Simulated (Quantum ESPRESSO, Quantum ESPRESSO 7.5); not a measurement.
# 1T-PtS2, 1 layer: a series in biaxial strain

What law, if any, do the results for 1T-PtS2, 1 layer follow against biaxial strain?

Main program and level: Quantum ESPRESSO 7.5; plane-wave DFT, PBE, GBRV ultrasoft pseudopotentials.

### 1. The structure

The cell holds 3 atoms: 2 S and 1 Pt. Cell: a = 3.570 Å, b = 3.570 Å, c = 17.014 Å, α = 90.0°, β = 90.0°, γ = 120.0°. It derives from PtS2. Vacuum lies along c.

Set-up: Cell and atoms are first relaxed; each strained cell is then held and the atoms relax in it. A periodic run with 15 Å of vacuum in the starting cell gives the vacuum levels, and bands follow along a path.

Members -2, -1, 0, 1 and 2 took the same steps and show in the table alone.

### 2. Variable-cell relaxation of the reference

What the set-up leaves free in this member is relaxed.

ref.relax.in

```
&control
  prefix = 'ref.relax'
  outdir = './out'
  pseudo_dir = './pseudo'
  nstep = 80
  forc_conv_thr = 0.0004
  calculation = 'vc-relax'
  etot_conv_thr = 1e-06
/
&system
  ibrav = 0
  nat = 3
  ntyp = 2
  ecutwfc = 50
  ecutrho = 250
  occupations = 'smearing'
  smearing = 'fd'
  degauss = 0.004
/
&electrons
  conv_thr = 1e-09
  mixing_beta = 0.4
  electron_maxstep = 120
  mixing_mode = 'plain'
/
&ions
/
&cell
  cell_dofree = '2Dxy'
  press_conv_thr = 0.3
/
ATOMIC_SPECIES
  S   32.0600  s_pbe_v1.4.uspp.F.UPF
  Pt  195.0840  pt_pbe_v1.4.uspp.F.UPF
CELL_PARAMETERS angstrom
  3.57000000000000 0.00000000000000 0.00000000000000
  -1.78500000000000 3.09171069151045 0.00000000000000
  0.00000000000000 0.00000000000000 17.01408639338038
ATOMIC_POSITIONS crystal
  S   0.666666666700 0.333333333300 0.440811209406
  Pt  0.000000000000 0.000000000000 0.500000000000
  S   0.333333333300 0.666666666700 0.559188790594
K_POINTS automatic
  12 12 1 0 0 0
```

The run is started by

```bash
OMP_NUM_THREADS=1 mpirun -n 4 pw.x -nk 4 -in ref.relax.in > ref.relax.out
```

The program printed:

```text
Program PWSCF v.7.5 starts
[citation notice left out]

     Parallel version (MPI & OpenMP), running on       4 processor cores
     Number of MPI processes:                 4
     Threads/MPI process:                     1

     MPI processes distributed on     1 nodes
[...]
Current dimensions of program PWSCF are:
     Max number of different atomic species (ntypx) = 10
     Max number of k-points (npk) =  40000
     Max angular momentum in pseudopotentials (lmaxx) =  4
     Message from routine setup:
     using ibrav=0 with symmetry is DISCOURAGED, use correct ibrav instead

     K-points division:     npool     =       4
     Subspace diagonalization in iterative solution of the eigenvalue problem:
     a serial algorithm will be used

     G-vector sticks info
     --------------------
     sticks:   dense  smooth     PW     G-vecs:    dense   smooth      PW
     Sum         769     637    187                84365    60541    9757

     Using Slab Decomposition

     bravais-lattice index     =            0
     lattice parameter (alat)  =       6.7463  a.u.
     unit-cell volume          =    1267.2792 (a.u.)^3
     number of atoms/cell      =            3
     number of atomic types    =            2
     number of electrons       =        28.00
     number of Kohn-Sham states=           18
     kinetic-energy cutoff     =      50.0000  Ry
     charge density cutoff     =     250.0000  Ry
     scf convergence threshold =      1.0E-09
     mixing beta               =       0.4000
     number of iterations used =            8  plain     mixing
     energy convergence thresh.=      1.0E-06
     force convergence thresh. =      4.0E-04
     press convergence thresh. =      3.0E-01
     Exchange-correlation=  SLA  PW   PBX  PBC
                           (   1   4   3   4   0   0   0)
     nstep                     =           80

     celldm(1)=   6.746322  celldm(2)=   0.000000  celldm(3)=   0.000000
     celldm(4)=   0.000000  celldm(5)=   0.000000  celldm(6)=   0.000000

     crystal axes: (cart. coord. in units of alat)
               a(1) = (   1.000000   0.000000   0.000000 )
               a(2) = (  -0.500000   0.866025   0.000000 )
               a(3) = (   0.000000   0.000000   4.765851 )

     reciprocal axes: (cart. coord. in units 2 pi/alat)
               b(1) = (  1.000000  0.577350 -0.000000 )
               b(2) = (  0.000000  1.154701  0.000000 )
               b(3) = (  0.000000 -0.000000  0.209826 )

     PseudoPot. # 1 for S  read from file:
     ./pseudo/s_pbe_v1.4.uspp.F.UPF
     Pseudo is Ultrasoft + core correction, Zval =  6.0
     Generated by new atomic code, or converted to UPF format
     Using radial grid of  907 points,  6 beta functions with:
                l(1) =   0
                l(2) =   0
                l(3) =   1
                l(4) =   1
                l(5) =   2
                l(6) =   2
     Q(r) pseudized with  8 coefficients,  rinner =    1.300   1.300   1.300
                                                       1.300   1.300

     PseudoPot. # 2 for Pt read from file:
     ./pseudo/pt_pbe_v1.4.uspp.F.UPF
     Pseudo is Ultrasoft + core correction, Zval = 16.0
     Generated by new atomic code, or converted to UPF format
     Using radial grid of  985 points,  6 beta functions with:
                l(1) =   0
                l(2) =   0
                l(3) =   1
                l(4) =   1
                l(5) =   2
                l(6) =   2
     Q(r) pseudized with  8 coefficients,  rinner =    1.300   1.300   1.300
                                                       1.300   1.300

     atomic species   valence    mass     pseudopotential
     S                 6.00    32.06000     S ( 1.00)
     Pt               16.00   195.08400     Pt( 1.00)

     12 Sym. Ops., with inversion, found

   Cartesian axes

     site n.     atom                  positions (alat units)
         1        S      tau(   1) = (   0.5000000   0.2886751   2.1008403  )
         2        Pt     tau(   2) = (   0.0000000   0.0000000   2.3829253  )
         3        S      tau(   3) = (  -0.0000000   0.5773503   2.6650102  )

     number of k points=    19  Fermi-Dirac smearing, width (Ry)=  0.0040
                       cart. coord. in units 2pi/alat
        k(    1) = (   0.0000000   0.0000000   0.0000000), wk =   0.0138889
        k(    2) = (   0.0000000   0.0962250   0.0000000), wk =   0.0833333
        k(    3) = (   0.0000000   0.1924501   0.0000000), wk =   0.0833333
        k(    4) = (   0.0000000   0.2886751   0.0000000), wk =   0.0833333
        k(    5) = (   0.0000000   0.3849002   0.0000000), wk =   0.0833333
        k(    6) = (   0.0000000   0.4811252   0.0000000), wk =   0.0833333
        k(    7) = (   0.0000000  -0.5773503   0.0000000), wk =   0.0416667
        k(    8) = (   0.0833333   0.1443376   0.0000000), wk =   0.0833333
        k(    9) = (   0.0833333   0.2405626   0.0000000), wk =   0.1666667
        k(   10) = (   0.0833333   0.3367877   0.0000000), wk =   0.1666667
[...]
k(   19) = (   0.3333333   0.5773503   0.0000000), wk =   0.0277778

     Dense  grid:    84365 G-vectors     FFT dimensions: (  36,  36, 162)

     Smooth grid:    60541 G-vectors     FFT dimensions: (  32,  32, 150)

     Estimated max dynamical RAM per process >     140.84 MB

     Estimated total dynamical RAM >     501.56 MB

     Initial potential from superposition of free atoms

     starting charge      27.4999, renormalised to      28.0000

     negative rho (up, down):  1.845E-01 0.000E+00
     Starting wfcs are   20 randomized atomic wfcs

     total cpu time spent up to now is        2.0 secs

     per-process dynamical memory:    70.4 Mb

     Self-consistent Calculation

     iteration #  1     ecut=    50.00 Ry     beta= 0.40
     Davidson diagonalization with overlap
     ethr =  1.00E-02,  avg # of iterations =  5.6

     negative rho (up, down):  1.736E-01 0.000E+00

     total cpu time spent up to now is        3.1 secs

     total energy              =    -258.19533955 Ry
     estimated scf accuracy    <       2.08918004 Ry

     iteration #  2     ecut=    50.00 Ry     beta= 0.40
[...]
negative rho (up, down):  1.757E-01 0.000E+00

[...]
total energy              =    -258.82081866 Ry
     estimated scf accuracy    <       0.69421869 Ry

     iteration #  3     ecut=    50.00 Ry     beta= 0.40
[...]
negative rho (up, down):  1.740E-01 0.000E+00

[...]
atom    2 type  2   force =     0.00000000   -0.00000000    0.00000000
     atom    3 type  1   force =    -0.00000000   -0.00000000    0.02305077

     Total force =     0.032599     Total SCF correction =     0.000057

     Computing stress (Cartesian axis) and pressure

     negative rho (up, down):  1.739E-01 0.000E+00
          total   stress  (Ry/bohr**3)                   (kbar)     P=        2.43
  -0.00001225   0.00000000   0.00000000           -1.80        0.00        0.00
  -0.00000000  -0.00001225   0.00000000           -0.00       -1.80        0.00
  -0.00000000  -0.00000000   0.00007410           -0.00       -0.00       10.90

     Energy error            =      1.4E-02 Ry
     Gradient error          =      2.3E-02 Ry/Bohr
     Cell gradient error     =      1.8E+00 kbar

     number of scf cycles    =   3
     number of bfgs steps    =   2

     enthalpy           old  =    -258.9551173953 Ry
     enthalpy           new  =    -258.9691863213 Ry

     CASE: enthalpy          _new < enthalpy          _old

     new trust radius        =       0.0564855710 bohr
     new conv_thr            =       0.0000000006 Ry

     new unit-cell volume =   1321.61783 a.u.^3 (   195.84356 Ang^3 )
     density =      2.19777 g/cm^3

CELL_PARAMETERS (angstrom)
   3.645734270  -0.000000000   0.000000000
  -1.822867135   3.157298494   0.000000000
   0.000000000   0.000000000  17.014086393

ATOMIC_POSITIONS (crystal)
S                0.6666666667        0.3333333333        0.4311036405
Pt               0.0000000000       -0.0000000000        0.5000000000
S                0.3333333333        0.6666666667        0.5688963595

[...]
NEW-OLD atomic charge density approx. for the potential
     New effective cutoffs (rho, wfc):  248.85   49.98

     negative rho (up, down):  1.740E-01 0.000E+00

     total cpu time spent up to now is       39.3 secs

     per-process dynamical memory:    74.9 Mb

[...]
!    total energy              =    -258.97077816 Ry
[...]
Total force =     0.010669     Total SCF correction =     0.000040
[...]
number of bfgs steps    =   3
[...]
new trust radius        =       0.0268249379 bohr
[...]
!    total energy              =    -258.97130435 Ry
[...]
Total force =     0.003264     Total SCF correction =     0.000017
[...]
number of bfgs steps    =   4
[...]
new trust radius        =       0.0295074317 bohr
[...]
!    total energy              =    -258.97197687 Ry
[...]
Total force =     0.002386     Total SCF correction =     0.000001
[...]
number of bfgs steps    =   5
[...]
new trust radius        =       0.0442611475 bohr
[...]
!    total energy              =    -258.97275232 Ry
[...]
Total force =     0.005991     Total SCF correction =     0.000004
[...]
number of bfgs steps    =   6
[...]
new trust radius        =       0.0597911355 bohr
[...]
!    total energy              =    -258.97324132 Ry
[...]
Total force =     0.005044     Total SCF correction =     0.000011
[...]
number of bfgs steps    =   7
[...]
new trust radius        =       0.0068519640 bohr
[...]
!    total energy              =    -258.97328791 Ry
[...]
Total force =     0.001978     Total SCF correction =     0.000020
[...]
number of bfgs steps    =   8
[...]
new trust radius        =       0.0056480822 bohr
[...]
!    total energy              =    -258.97329570 Ry
[...]
Total force =     0.000040     Total SCF correction =     0.000010
[...]
number of bfgs steps    =   9
[...]
new trust radius        =       0.0004439113 bohr
[...]
Self-consistent Calculation

     iteration #  1     ecut=    50.00 Ry     beta= 0.40
     Davidson diagonalization with overlap
     ethr =  1.00E-06,  avg # of iterations =  2.0

     Threshold (ethr) on eigenvalues was too large:
     Diagonalizing with lowered threshold

     Davidson diagonalization with overlap
     ethr =  1.65E-10,  avg # of iterations =  4.8

     negative rho (up, down):  1.743E-01 0.000E+00

     total cpu time spent up to now is      112.0 secs

     total energy              =    -258.97329573 Ry
     estimated scf accuracy    <          5.5E-09 Ry

[...]
iteration #  5     ecut=    50.00 Ry     beta= 0.40
[...]
negative rho (up, down):  1.743E-01 0.000E+00

[...]
End of self-consistent calculation

          k = 0.0000 0.0000 0.0000 (  7603 PWs)   bands (ev):

   -54.4313 -54.4313 -54.3286 -15.6060 -13.3818  -7.1426  -7.1426  -6.7706
    -4.4633  -4.4633  -2.4013  -2.2801  -1.9021  -1.9021   1.5756   1.5756
     3.6894   4.1535

          k = 0.0000 0.0962 0.0000 (  7581 PWs)   bands (ev):

   -54.4326 -54.4316 -54.3284 -15.5201 -13.4029  -7.1309  -7.0885  -6.6931
    -4.5953  -4.5352  -2.8057  -2.1473  -1.8605  -1.7143   1.1565   1.4600
     3.8743   4.3260

          k = 0.0000 0.1923 0.0000 (  7599 PWs)   bands (ev):

   -54.4362 -54.4325 -54.3280 -15.2733 -13.4610  -7.0806  -6.9431  -6.4753
    -5.0304  -4.6807  -3.3332  -1.8782  -1.8415  -1.6504   0.4189   1.2441
     4.3117   4.6672

          k = 0.0000 0.2885 0.0000 (  7593 PWs)   bands (ev):

   -54.4410 -54.4338 -54.3273 -14.9012 -13.5400  -6.9974  -6.7616  -6.2349
    -5.6050  -4.7559  -3.6231  -2.0378  -2.0338  -1.7654   0.1482   1.1452
     4.5536   4.9385

          k = 0.0000 0.3846 0.0000 (  7573 PWs)   bands (ev):

   -54.4459 -54.4350 -54.3267 -14.4765 -13.6144  -7.1816  -6.6248  -6.2638
    -5.5149  -4.6293  -3.7109  -2.7742  -2.4823  -2.0470   0.5162   1.2062
     4.0832   5.6090

          k = 0.0000 0.4808 0.0000 (  7555 PWs)   bands (ev):

   -54.4495 -54.4359 -54.3263 -14.1288 -13.6515  -7.6870  -6.5687  -5.9516
    -5.2766  -4.2603  -3.6397  -3.4107  -3.0777  -2.5496   0.9780   1.3118
     3.8984   5.3789

[...]
the Fermi energy is    -0.7116 ev

!    total energy              =    -258.97329573 Ry
     estimated scf accuracy    <          2.7E-12 Ry
     smearing contrib. (-TS)   =      -0.00000000 Ry
     internal energy E=F+TS    =    -258.97329573 Ry

     The total energy is F=E-TS. E is the sum of the following terms:
     one-electron contribution =    -925.96895864 Ry
     hartree contribution      =     466.25039871 Ry
     xc contribution           =     -73.69597625 Ry
     ewald contribution        =     274.44124045 Ry

     convergence has been achieved in   5 iterations

     negative rho (up, down):  1.743E-01 0.000E+00

     Forces acting on atoms (cartesian axes, Ry/au):

     atom    1 type  1   force =     0.00000000    0.00000000   -0.00000008
     atom    2 type  2   force =     0.00000000    0.00000000    0.00000000
     atom    3 type  1   force =    -0.00000000   -0.00000000    0.00000008

     Total force =     0.000000     Total SCF correction =     0.000001
     SCF correction compared to forces is large: reduce conv_thr to get better values

     Computing stress (Cartesian axis) and pressure

     negative rho (up, down):  1.743E-01 0.000E+00
          total   stress  (Ry/bohr**3)                   (kbar)     P=       -0.05
   0.00000004   0.00000000   0.00000000            0.01        0.00        0.00
   0.00000000   0.00000004   0.00000000            0.00        0.01        0.00
   0.00000000   0.00000000  -0.00000115            0.00        0.00       -0.
```

Elapsed: 2.2 min, on 4 MPI ranks of AMD EPYC 9R14 (Zen 4), shared host; peak memory 0.67 GiB.

Relaxation path:

| step | energy less that of the first step (eV) | largest force (eV/Å) | volume (Å³) |
| --- | --- | --- | --- |
| 1 | 0.0000 | 3.1298 | 187.79 |
| 2 | -0.4308 | 1.7837 | 191.94 |
| 3 | -0.6222 | 0.5927 | 195.34 |
| 4 | -0.6439 | 0.1940 | 195.84 |
| 5 | -0.6511 | 0.0593 | 195.27 |
| 6 | -0.6602 | 0.0434 | 193.92 |
| 7 | -0.6708 | 0.1089 | 191.55 |
| 8 | -0.6774 | 0.0917 | 188.38 |
| 9 | -0.6780 | 0.0360 | 188.02 |
| 10 | -0.6781 | 0.0007 | 188.04 |
| 11 | -0.6782 | 0.0000 | 188.06 |
| 12 | -0.6782 | 0.0000 | 188.06 |

| cell as run | before | after | change |
| --- | --- | --- | --- |
| a (Å) | 3.570 | 3.573 | +0.1 % |
| b (Å) | 3.570 | 3.573 | +0.1 % |

The atoms that moved most (Å, along periodic axes as changes of fractional coordinates times the final cell, across vacuum about the mean position):

| atom | dx | dy | dz | length |
| --- | --- | --- | --- | --- |
| S1 | 0.000 | 0.000 | -0.222 | 0.222 |
| S3 | 0.000 | 0.000 | 0.222 | 0.222 |

The relaxed structure:

```cif
data_structure
_symmetry_space_group_name_H-M 'P 1'
_symmetry_Int_Tables_number 1
_cell_length_a 3.5726
_cell_length_b 3.5726
_cell_length_c 17.0141
_cell_angle_alpha 90.000
_cell_angle_beta 90.000
_cell_angle_gamma 120.000
_cell_volume 188.06
loop_
_atom_site_label
_atom_site_type_symbol
_atom_site_fract_x
_atom_site_fract_y
_atom_site_fract_z
_atom_site_occupancy
S1 S 0.66667 0.33333 0.42777 1
Pt2 Pt 0.00000 0.00000 0.50000 1
S3 S 0.33333 0.66667 0.57223 1
```

 The last row is no step: it is a fresh SCF in the final cell with a new plane-wave basis, -0 meV from the row before.

This step gave:

- free energy: -3523.5112 eV
- Fermi energy: -0.7116 eV

(Continued in part 2 of 6.)

[Logs are printed without paths, hosts, clocks, repeated set-up lines and the standing remarks that a program may print on its own settings, such as how far it seeks lower states.]

[Hosts, paths, dates, database ids (printed as entryN), source tags and the programs' standing remarks are cut or masked in the printed files.]

[Maps of the electrostatic potential energy from Ansatz leave out the sawtooth potential of an applied field or a dipole correction, so their vacuum need not be flat; planar profiles and work functions include it.]
